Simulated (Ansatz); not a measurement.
# A hypothetical structure for LiV2, part 2 of 2

Starting from a made-up structure for LiV2, the aim is the relaxed cell, its shortest contacts and, where a second run follows, its electronic structure.

Ansatz 0.2.0; DFT, PBE, plane-wave PAW, files of the set soft_1, scalar-relativistic, ferromagnetic start, cell and ions relaxed at zero pressure; PAW set soft_1 (the session's first sound run).

So far: The structure; Relaxing cell and atoms. The relaxed cell has a = 3.965, c = 2.699 Å (conventional setting).

**3. Bands of the relaxed cell**

A second self-consistent run takes a narrower smearing and the mesh shown in its input; the bands follow along the standard path of the relaxed lattice.

This step: DFT, PBE, plane-wave PAW, files of the set soft_1, scalar-relativistic, no spin, bands and density of states at the relaxed cell; PAW set soft_1 (Ansatz 0.2.0).

The input, input.yaml:

```yaml
crystal:
  lattice:
    - [3.9648576054, 0.0, 0.0]
    - [0.0, 3.9648576054, 0.0]
    - [0.0, 0.0, 2.6987944184]
  atoms:
    - { symbol: V, position: [0.0, 0.5, 0.5] }
    - { symbol: V, position: [0.5, 0.0, 0.5] }
    - { symbol: Li, position: [0.0, 0.0, 0.0] }
kpoints:
  mp_grid: { grid: [8, 8, 12] }
  band_path:
    path:
      - [[0.0, 0.0, 0.0], [0.0, 0.5, 0.0], [0.5, 0.5, 0.0], [0.0, 0.0, 0.0], [0.0, 0.0, 0.5], [0.0, 0.5, 0.5], [0.5, 0.5, 0.5], [0.0, 0.0, 0.5]]
      - [[0.0, 0.5, 0.0], [0.0, 0.5, 0.5]]
      - [[0.5, 0.5, 0.0], [0.5, 0.5, 0.5]]
    npoints: 8
scf:
  occupations: { method: fermi_dirac, width: 0.03 }
  n_extra_bands: 7
hamiltonian:
  xc: pbe
  pseudopotentials: { kind: paw, azcp: { folder: soft_1 } }
output:
  forces: true
  stress: true
  write_bands: true
  dos: { projected: true }
  write_density: true
  write_potential: true
  elf: true
  volumetric_format: npy
```

Command:

```
> ansatz run input.yaml --threads 4 --pin off --max-ram 8192MiB --backend cpu --events-out ev --progress --plain --runs-dir out
```

Numbers of over 12 decimals in the logs are rounded to 6 here.

What it wrote:

```text
[...]
Crystal: 3 atoms, lattice volume = 42.425 Å³
Basis set: ecut = 420 eV, 825 PW (Γ), exchange–correlation on 54×54×40 points (8 copies of the dense FFT grid, shifted against one another)
Bands: 22, of which v1, the nominal top of the filled ones, is band 15 counted from 1 (14 counted from 0)
Symmetry: 16 space group operations
[...]
k-points: 105 of 768
[...]
SCF iter   1: F=—  HF=-6027.230853 eV  |F-HF|=—  |Δ(HF+E_count)|=         —  Δρ=8.12e-2  dr2=4.22e0  ethr=3.10e-3  ⟨swp⟩=3.9  Hψ=8691  notcnv=0
[...]
SCF iter   8: F=-6026.031309 eV  HF=-6026.031309 eV  |F-HF|=1.34e-8  |Δ(HF+E_count)|=   3.41e-8  Δρ=1.50e-5  dr2=9.46e-8  ethr=3.45e-10  ⟨swp⟩=10.1  Hψ=13369  notcnv=0
SCF 1 converged in 8 iterations: F = -6026.031309 eV  dr2 = 9.46e-8
[...]
NSCF: frozen V_eff on 75 k-points
SCF converged after 8 iterations
Free energy (F): -6026.031309 eV
[...]
Internal energy: -6026.022398 eV  (E = F + TS)
E sigma→0 (E₀):  -6026.026854 eV
Entropy (-TS):   -0.008912 eV (-2.971 meV/atom)
Fermi energy:    11.006308 eV
[...]
--- Stress (GPa, compression-positive) ---
        0.010230       0.000000       0.000000
        0.000000       0.010230       0.000000
        0.000000       0.000000       0.266466
  P = ⅓ Tr σ = 0.0956 GPa (0.956 kbar)
--- Band table (eV; the first three rows and the last of 105) ---
  k-point 0: bands = [... 11 lower, 9.6097, 9.6198, 10.0853, 12.4292, 12.4292, 13.1447, 13.1447, 13.1506, ... 3 higher]
  k-point 1: bands = [... 11 lower, 9.6601, 9.7046, 10.2962, 11.7400, 11.7400, 13.1609, 13.2010, 13.2010, ... 3 higher]
  k-point 2: bands = [... 11 lower, 9.7727, 9.9734, 10.9003, 10.9003, 10.9030, 12.8779, 12.8779, 13.1893, ... 3 higher]
  k-point 104: bands = [... 11 lower, 10.3588, 10.3588, 11.9432, 12.1425, 12.2265, 12.2603, 12.2603, 13.5933, ... 3 higher]
```

Elapsed: 3.8 s, on 4 threads of Intel Xeon at 2.70GHz, shared host; peak memory 0.42 GiB; 12 s of CPU time.

This step gave:

```yaml
free_energy: -6026.0313 eV
energy_at_zero_smearing: -6026.0269 eV
smearing_term_ts: 0.008912 eV
pressure: 0.09564 GPa
```

From bands.tsv, the bands that come nearest the Fermi level along the path, at its corners, in eV from the Fermi level:

```tsv
point	band 11	band 12	band 13	band 14	band 15	band 16	band 17	band 18
Γ	-1.98	-1.40	-1.39	-0.92	1.42	1.42	2.14	2.14
X	-3.02	-0.97	-0.92	-0.57	-0.18	0.41	1.06	1.55
M	-3.06	-0.91	-0.91	-0.55	-0.02	0.86	0.86	0.89
Γ	-1.98	-1.40	-1.39	-0.92	1.42	1.42	2.14	2.14
Z	-1.80	-1.80	-1.05	-0.73	0.01	0.77	0.77	2.30
R	-1.60	-1.20	-1.03	-0.20	0.18	0.58	0.64	1.19
A	-1.95	-0.65	-0.65	0.94	1.14	1.22	1.25	1.25
Z	-1.80	-1.80	-1.05	-0.73	0.01	0.77	0.77	2.30
X	-3.02	-0.97	-0.92	-0.57	-0.18	0.41	1.06	1.55
R	-1.60	-1.20	-1.03	-0.20	0.18	0.58	0.64	1.19
M	-3.06	-0.91	-0.91	-0.55	-0.02	0.86	0.86	0.89
A	-1.95	-0.65	-0.65	0.94	1.14	1.22	1.25	1.25
```

States per cell as run, both spins, in windows of 1 eV, from dos.tsv (zero at the Fermi level):

```
from  to  total
  -8  -7   0.00
  -7  -6   0.00
  -6  -5   0.04
  -5  -4   0.33
  -4  -3   0.68
  -3  -2   1.26
  -2  -1   3.39
  -1   0   5.27
   0   1   3.51
   1   2   6.02
```

A further 18.0 states lie below the table's range.

Electrostatic potential energy in the ac plane at fractional y = 0.000, with atoms of V and Li within 0.2 Å of it. With pseudopotentials it is smooth inside the atoms' cores, unlike the true potential.

Ten even steps from '0' (-29 eV) to '9' (12 eV), each cell a mean:
```
13799888899852
56898643578986
99986200037999
99984000015899
99983000005899
99985100026999
78997421258987
24799877789863
02699999999851
```
Columns run along a (4.0 Å; values clipped at the 3rd and 97th percentile), rows up along c (2.7 Å). Atoms in or near the plane, at fractional coordinates: V at (0.50, 0.50), Li at (0.00, 0.00).

ELF in the ac plane at fractional y = 0.000, with atoms of V and Li within 0.2 Å of it. It is the smooth field of the valence electrons, not physical close to the nuclei.

Values, 9 rows by 14 columns, each cell a mean:
```
0.69 0.34 0.07 0.20 0.33 0.29 0.28 0.28 0.28 0.31 0.31 0.14 0.10 0.46
0.14 0.08 0.11 0.19 0.18 0.24 0.38 0.44 0.34 0.21 0.19 0.17 0.08 0.09
0.21 0.25 0.27 0.17 0.18 0.43 0.63 0.69 0.60 0.33 0.15 0.21 0.28 0.23
0.58 0.56 0.39 0.17 0.26 0.57 0.70 0.71 0.68 0.48 0.20 0.22 0.46 0.57
0.66 0.61 0.40 0.17 0.29 0.60 0.70 0.70 0.69 0.51 0.21 0.22 0.50 0.63
0.34 0.37 0.32 0.17 0.21 0.49 0.66 0.70 0.64 0.39 0.17 0.21 0.36 0.36
0.07 0.08 0.16 0.18 0.16 0.30 0.49 0.56 0.45 0.23 0.15 0.19 0.13 0.08
0.49 0.22 0.07 0.20 0.27 0.25 0.27 0.30 0.26 0.26 0.27 0.15 0.07 0.30
0.90 0.54 0.08 0.20 0.41 0.40 0.35 0.33 0.36 0.42 0.37 0.13 0.15 0.70
```
Columns run along a (4.0 Å), rows up along c (2.7 Å). Atoms in or near the plane, at fractional coordinates: V at (0.50, 0.50), Li at (0.00, 0.00).

Valence density in the ac plane at fractional y = 0.000, with atoms of V and Li within 0.2 Å of it. It is the smooth field of the valence electrons, not physical close to the nuclei.

Values in e/Å³, 9 rows by 14 columns, each cell a mean:
```
 5  2  0  0  0  0  0  0  0  0  0  0  1  3
 1  0  0  0  0  1  1  1  1  0  0  0  0  1
 0  0  0  0  1  2  5  6  4  1  0  0  0  0
 0  0  0  0  1  5 10 13  9  3  1  0  0  0
 0  0  0  0  1  5 12 15 10  3  1  0  0  0
 0  0  0  0  1  3  7  8  6  2  0  0  0  0
 0  0  0  0  0  1  2  3  2  1  0  0  0  0
 4  2  0  0  0  0  0  1  0  0  0  0  0  2
 8  4  1  0  0  0  0  0  0  0  0  0  1  5
```
Columns run along a (4.0 Å), rows up along c (2.7 Å). Atoms in or near the plane, at fractional coordinates: V at (0.50, 0.50), Li at (0.00, 0.00).

**4. Summary of results**

| Quantity | Value |
| --- | --- |
| space group, relaxed | P4/mmm |
| conventional cell | a = 3.965, b = 3.965, c = 2.699 Å; α = 90.0°, β = 90.0°, γ = 90.0° |
| volume per atom | 14.14 Å³ (guess 17.13) |
| total moment | 0.00 μB in the cell of 3 atoms |

In words: LiV2 relaxes to P4/mmm with a = 3.965, b = 3.965 and c = 2.699 Å. The guessed volume was 21 % too large. The space group P4/mmm was held in the relaxation, so the end point is a stationary structure within it and may be a saddle against distortions or other arrangements. The moments died out from this one start and weren't seeded again at the relaxed cell. Bands cross the Fermi level, so it is a metal or semimetal at this level. The electron count is odd, which forces that without spin polarisation or a larger cell. On the 8×8×12 mesh with the narrower smearing (relaxed on 6×6×9) the forces vanish, as symmetry may demand, and the largest stress component is 0.266 GPa, against the relaxation's thresholds of 0.015 eV/Å and 0.05 GPa. The cutoff wasn't tested. No dispersion term is used, so weakly bound directions may come out too long. Nothing here tests whether the compound is stable against decomposition.

[Logs are printed without paths, hosts, clocks, repeated set-up lines and the standing remarks that a program may print on its own settings, such as how far it seeks lower states.]

[Hosts, paths, dates, database ids (printed as entryN), source tags and the programs' standing remarks are cut or masked in the printed files.]
